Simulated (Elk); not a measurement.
# Collinear magnetic orders of Nickel with Elk, part 2 of 2

Aim: find out whether Nickel carries moments, and which collinear order costs least.

Elk 11.2.3 (patched build); PBE; all-electron APW+lo, Dirac cores, scalar-relativistic bands.

So far, largest spin moment in the muffin-tin sphere (μB): step 2 (run 1 (ferro +)) 0.630.

### 3. Order 2, typed as antiferro q=(0,1/2,1/2) +-

Reversing part of the moments tests the sign of the couplings between them.

The cell is doubled to 2 atoms to hold this order. Its mesh is chosen so that both cells sample the same points.

Contents of elk.in:

```
tasks
  0

xctype
  20

rgkmax
  7.0

nempty
  12

swidth
  0.001837

reducebf
  0.5

epsengy
  1e-05

maxscl
  100

lmaxi
  3

spinpol
  .true.

sppath
  './'

avec
  0.00000000000 3.32957459939 3.32957459939
  6.65914919879 0.00000000000 6.65914919879
  6.65914919879 3.32957459939 3.32957459939

atoms
  1
  'Ni.in'
  2
  0.0000000000 0.0000000000 0.0000000000   0.000000 0.000000 -0.050000
  0.0000000000 0.5000000000 0.0000000000   0.000000 0.000000 0.050000

ngridk
  16 8 16
```

The run is started by

```sh
> OMP_NUM_THREADS=2 elk
```

Numbers of over 12 decimals in the logs are rounded to 6 here.

What it wrote:

```text
Warning(gndstate): core states of species 1 leak from the muffin-tin :   0.4059418816E-03

--- INFO.OUT ---
┌─────────────────────────┐
│ Elk code version 11.2.3 │
└─────────────────────────┘

All units are atomic (Hartree, Bohr, etc.)

┌─────────────────────────────────────────────────┐
│ Ground-state run starting from atomic densities │
└─────────────────────────────────────────────────┘

Lattice vectors :
   0.000000000       3.329574599       3.329574599
   6.659149199       0.000000000       6.659149199
   6.659149199       3.329574599       3.329574599

Species : 1 (Ni)
 parameters loaded from : Ni.in
 name : nickel
 nuclear charge    :   -28.00000000
 electronic charge :    28.00000000
 atomic mass :    106991.5231
 muffin-tin radius :    2.329364778
 number of radial points in muffin-tin :    993
 inner part over the whole radius :   0.9875265472E-02
 number on inner part of muffin-tin    :    700
 approximate nuclear radius :   0.7325707712E-04
 number of mesh points to nuclear radius :    335
 atomic positions (lattice), magnetic fields (Cartesian) :
  1 :   0.00000000  0.00000000  0.00000000    0.00000000  0.00000000 -0.05000000
  2 :   0.00000000  0.50000000  0.00000000    0.00000000  0.00000000  0.05000000

Total number of atoms per unit cell :    2
Total muffin-tin volume :    105.8841897
 ratio of muffin-tin to unit cell volume :   0.7171415360

Spin treatment :
 spin-polarised
 global magnetic field (Cartesian) :    0.000000000       0.000000000       0.000000000
 collinear magnetisation in z-direction

Number of Bravais lattice symmetries :   16
Number of crystal symmetries         :   32
Crystal has inversion symmetry
Real symmetric eigensolver will be used

k-point grid :     16     8    16
k-point offset :    0.000000000       0.000000000       0.000000000
k-point set is reduced with full crystal symmetry group
Total number of k-points :      205

Muffin-tin radius times maximum |G+k| :    7.000000000
 using average radius
Maximum |G+k| for APW functions       :    3.005111122
Maximum (1/2)|G+k|²                   :    4.515346427
Maximum |G| for potential and density :    12.00000000
Constant for pseudocharge density :    7
 order of it for each species :   14
 order of it for pair densities of each species (exact exchange by exxq0 0: 14) :   10
Radial integration step length :    1

G-vector grid sizes :     18    36    32
Number of G-vectors :     4273

Maximum angular momentum used for
 APW functions            :    8
 outer part of muffin-tin :    6
 inner part of muffin-tin :    3

Number of empty states         :     24
Total number of valence states :     82
Total number of core states    :     24

Third-order local-orbitals added for an l without core states : T
Total number of local-orbitals :     44

Exchange-correlation functional :     20     0     0
 Perdew-Burke-Ernzerhof, Phys. Rev. Lett. 77, 3865 (1996)
 gradient requirement :    1
 generalised gradient approximation (GGA)

Smearing type :    3
 Fermi-Dirac
Smearing width :   0.1837000000E-02
Effective electronic temperature (K) :    580.0787206

Mixing type :    3
 Broyden mixing, J. Phys. A: Math. Gen. 17, L317 (1984)

Kohn-Sham potential initialised from atomic data

┌──────────────────────────────┐
│ Self-consistent loop started │
└──────────────────────────────┘

┌─────────────────┐
│ Loop number : 1 │
└─────────────────┘

Energies :
 Fermi                       :     0.182525
 sum of occupied eigenvalues :     -1753.7754563767
 electron kinetic            :      3088.9057391723
 core electron kinetic       :      2773.1334419020
 Coulomb                     :     -6003.6639433030
 Coulomb potential           :     -4673.2003548872
 nuclear-nuclear             :     -539.78845639590
 electron-nuclear            :     -6276.2362943252
 Hartree                     :      812.36080741813
 Madelung                    :     -3667.0637658594
 xc potential                :     -169.33062813723
 xc effective B-field        :    -0.64484669455169E-01
 external B-field            :      0.000000
 exchange                    :     -124.41547146014
 correlation                 :     -2.680482
 electron entropic           :    -0.18182567541689E-02
 total energy                :     -3041.8559753618
 (external B-field energy excluded from total)

Density of states at Fermi energy :    169.4476203
 (states/Hartree/unit cell)

Estimated indirect band gap :   0.1931965193E-04
 from k-point 149 to k-point 153
Estimated direct band gap   :   0.3001906305E-02
 at k-point 12

Charges :
 core                        :    24.00000000
 valence                     :    32.00000000
 interstitial                :    1.629430686
 muffin-tins (core leakage)
  species : 1 (Ni)
   atom 1                    :    27.18528466     (  0.4075328391E-03)
   atom 2                    :    27.18528466     (  0.4075328391E-03)
 total in muffin-tins        :    54.37056931
 total calculated charge     :    55.99861701
 total charge                :    56.00000000
 error                       :   0.1382994937E-02

Moments :
 interstitial                :   0.2656633824E-17
 muffin-tins
  species : 1 (Ni)
   atom 1                    :    1.212546037
   atom 2                    :   -1.212546037
 total in muffin-tins        :    0.000000000
 total moment                :   0.2656633824E-17

[... earlier loops left out ...]

┌──────────────────┐
│ Loop number : 21 │
└──────────────────┘

Energies :
 Fermi                       :     0.271674
 sum of occupied eigenvalues :     -1747.1315129543
 electron kinetic            :      3090.1471898004
 core electron kinetic       :      2773.1690090810
 Coulomb                     :     -6004.6022003037
 Coulomb potential           :     -4672.0379082809
 nuclear-nuclear             :     -539.78845639590
 electron-nuclear            :     -6279.4079941397
 Hartree                     :      814.59425023187
 Madelung                    :     -3668.5832461633
 xc potential                :     -165.24002511496
 xc effective B-field        :    -0.76944989221862E-03
 external B-field            :      0.000000
 exchange                    :     -124.51481312445
 correlation                 :     -2.681660
 electron entropic           :    -0.21960731734998E-02
 total energy                :     -3041.6536793700
 (external B-field energy excluded from total)

Density of states at Fermi energy :    207.8714973
 (states/Hartree/unit cell)

Estimated indirect band gap :   0.4025965208E-04
 from k-point 9 to k-point 204
Estimated direct band gap   :   0.1656514772E-02
 at k-point 182

Charges :
 core                        :    24.00000000
 valence                     :    32.00000000
 interstitial                :    1.556144880
 muffin-tins (core leakage)
  species : 1 (Ni)
   atom 1                    :    27.22192756     (  0.4059418816E-03)
   atom 2                    :    27.22192756     (  0.4059418816E-03)
 total in muffin-tins        :    54.44385512
 total calculated charge     :    55.99867246
 total charge                :    56.00000000
 error                       :   0.1327535887E-02

Moments :
 interstitial                :   0.7113010952E-20
 muffin-tins
  species : 1 (Ni)
   atom 1                    :   0.1061928134
   atom 2                    :  -0.1061928134
 total in muffin-tins        :   0.1387778781E-16
 total moment                :   0.1388490082E-16

┌──────────────────────────────┐
│ Self-consistent loop stopped │
└──────────────────────────────┘

Warning : core states of species 1 leak from the muffin-tin :   0.4059418816E-03

Wrote STATE.OUT
```

Elapsed: 3.1 min, on 2 threads of AMD EPYC 9R14 (Zen 4), shared host; peak memory 0.19 GiB.

Numbers from this step:

| Item | Value |
| --- | --- |
| density of states at the Fermi level | 7.639 states/eV/cell |
| moment between the spheres | 0 μB |
| magnetization | 0 μB |
| final state | weakly magnetic |
| largest moment | 0.1062 μB |

It lies 52.9 meV a seeded atom over the first start.

### 4. Run 3 (antiferro q=(0,0,1/2) +-)

Another pattern of signs weighs the neighbour shells otherwise.

The cell is doubled to 2 atoms to hold this order. Its mesh is chosen so that both cells sample the same points.

Contents of elk.in:

```
tasks
  0

xctype
  20

rgkmax
  7.0

nempty
  12

swidth
  0.001837

reducebf
  0.5

epsengy
  1e-05

maxscl
  100

lmaxi
  3

spinpol
  .true.

sppath
  './'

avec
  0.00000000000 3.32957459939 3.32957459939
  3.32957459939 0.00000000000 3.32957459939
  6.65914919879 6.65914919879 0.00000000000

atoms
  1
  'Ni.in'
  2
  0.0000000000 0.0000000000 0.0000000000   0.000000 0.000000 -0.050000
  0.0000000000 0.0000000000 0.5000000000   0.000000 0.000000 0.050000

ngridk
  16 16 8
```

The run is started by

```sh
> OMP_NUM_THREADS=2 elk
```

What it wrote:

```text
Warning(gndstate): core states of species 1 leak from the muffin-tin :   0.4058945987E-03

--- INFO.OUT ---
┌─────────────────────────┐
│ Elk code version 11.2.3 │
└─────────────────────────┘

All units are atomic (Hartree, Bohr, etc.)

┌─────────────────────────────────────────────────┐
│ Ground-state run starting from atomic densities │
└─────────────────────────────────────────────────┘

Lattice vectors :
   0.000000000       3.329574599       3.329574599
   3.329574599       0.000000000       3.329574599
[...]
total calculated charge     :    55.99843003
 total charge                :    56.00000000
 error                       :   0.1569969646E-02

Moments :
 interstitial                :   0.4844517085E-18
 muffin-tins
  species : 1 (Ni)
   atom 1                    :   0.2692327889
   atom 2                    :  -0.2692327889
 total in muffin-tins        :    0.000000000
 total moment                :   0.4844517085E-18

┌──────────────────────────────┐
│ Self-consistent loop stopped │
└──────────────────────────────┘

Warning : core states of species 1 leak from the muffin-tin :   0.4058945987E-03

Wrote STATE.OUT

[key lines of the parts left out:]
total energy                :     -3041.6538074733
```

The job ended after 3.1 min (2 threads; peak memory 0.16 GiB).

Spin moment in the muffin-tin sphere by atom:

```tsv
atom	spin moment in the muffin-tin sphere (μB)
Ni1	0.269
Ni2	-0.269
```

This step gave:

```
density of states at the Fermi level : 6.439 states/eV/cell
moment between the spheres           : 0 μB
magnetization                        : 0 μB
final state                          : antiferromagnetic
```

It lies 51.1 meV a seeded atom over the first start, and its largest moment is 0.269 μB against 0.630 μB.

### 5. Order 4, typed as no spin polarisation

This run holds no moments, which gives a state to set the others against.

Contents of elk.in:

```
tasks
  0

xctype
  20

rgkmax
  7.0

nempty
  12

swidth
  0.001837

epsengy
  1e-05

maxscl
  100

lmaxi
  3

sppath
  './'

avec
  0.00000000000 3.32957459939 3.32957459939
  3.32957459939 0.00000000000 3.32957459939
  3.32957459939 3.32957459939 0.00000000000

atoms
  1
  'Ni.in'
  1
  0.0000000000 0.0000000000 0.0000000000   0.000000 0.000000 0.000000

ngridk
  16 16 16
```

The run is started by

```sh
> OMP_NUM_THREADS=2 elk
```

What it wrote:

```text
Warning(gndstate): core states of species 1 leak from the muffin-tin :   0.4059491924E-03

--- INFO.OUT ---
┌─────────────────────────┐
│ Elk code version 11.2.3 │
└─────────────────────────┘

All units are atomic (Hartree, Bohr, etc.)

┌─────────────────────────────────────────────────┐
│ Ground-state run starting from atomic densities │
└─────────────────────────────────────────────────┘

Lattice vectors :
   0.000000000       3.329574599       3.329574599
   3.329574599       0.000000000       3.329574599
[...]
Charges :
 core                        :    12.00000000
 valence                     :    16.00000000
 interstitial                :   0.7780863447
 muffin-tins (core leakage)
  species : 1 (Ni)
   atom 1                    :    27.22191366     (  0.4059491924E-03)
 total in muffin-tins        :    27.22191366
 total calculated charge     :    27.99906871
 total charge                :    28.00000000
 error                       :   0.9312912037E-03

┌──────────────────────────────┐
│ Self-consistent loop stopped │
└──────────────────────────────┘

Warning : core states of species 1 leak from the muffin-tin :   0.4059491924E-03

Wrote STATE.OUT

[key lines of the parts left out:]
total energy                :     -1520.8268012941
```

Elapsed: 5 s, on 2 threads; peak memory 0.05 GiB; 8.7 s of CPU time.

Numbers from this step:

```yaml
density_of_states_at_the_fermi_level: 3.989 states/eV/cell
final_state: non-magnetic (no spin polarisation)
```

It lies 53.9 meV a seeded atom over the first start.

### 6. Ranking

These are free energies at a smearing of 0.05 eV, so its entropy term is in the differences. They are divided by the number of seeded atoms, so that cells of unlike size compare. Wavevectors q in the names are fractions of the reciprocal vectors of the first run's cell.

Orders:

```tsv
start	final state	typed order kept	energy over the lowest (meV a seeded atom)	largest sphere moment (μB)	net moment (μB a primitive cell)	DOS at the Fermi level (states/eV a primitive cell)	mesh matched	CPU time (s)
ferro +	ferromagnetic	yes	0	0.6303	0.6053	1.718	yes	59.36
antiferro q=(0,1/2,1/2) +-	weakly magnetic	yes	52.86	0.1062	0	3.82	yes	369.9
antiferro q=(0,0,1/2) +-	antiferromagnetic	yes	51.11	0.2692	0	3.219	yes	367.9
no spin polarisation	non-magnetic	-	53.9	0	0	3.989	yes	8.74
```

### 7. What came out

| Item | Value |
| --- | --- |
| lowest state found | ferromagnetic (typed ferro +) |
| largest site moment | 0.630 μB |
| next state | antiferromagnetic, 51.1 meV a seeded atom higher |
| energy gained by spin polarisation | 53.9 meV a seeded atom |

The lowest state found is ferromagnetic, reached from the start ferro +, with moments up to 0.630 μB. The next state costs 51 meV a seeded atom. Only 4 starts are shown; other collinear patterns, canted and longer-period orders are not.

[Logs and program files are shortened in this print: banners, set-up blocks, solver, clock and traceback lines can be left out without a mark of their own.]

[Logs are printed without paths, hosts, clocks, repeated set-up lines and the standing remarks that a program may print on its own settings, such as how far it seeks lower states.]

[Hosts, paths, dates, database ids (printed as entryN), source tags and the programs' standing remarks are cut or masked in the printed files.]

[Where a cell is said to come from a database of computed structures, the database is the Materials Project.]
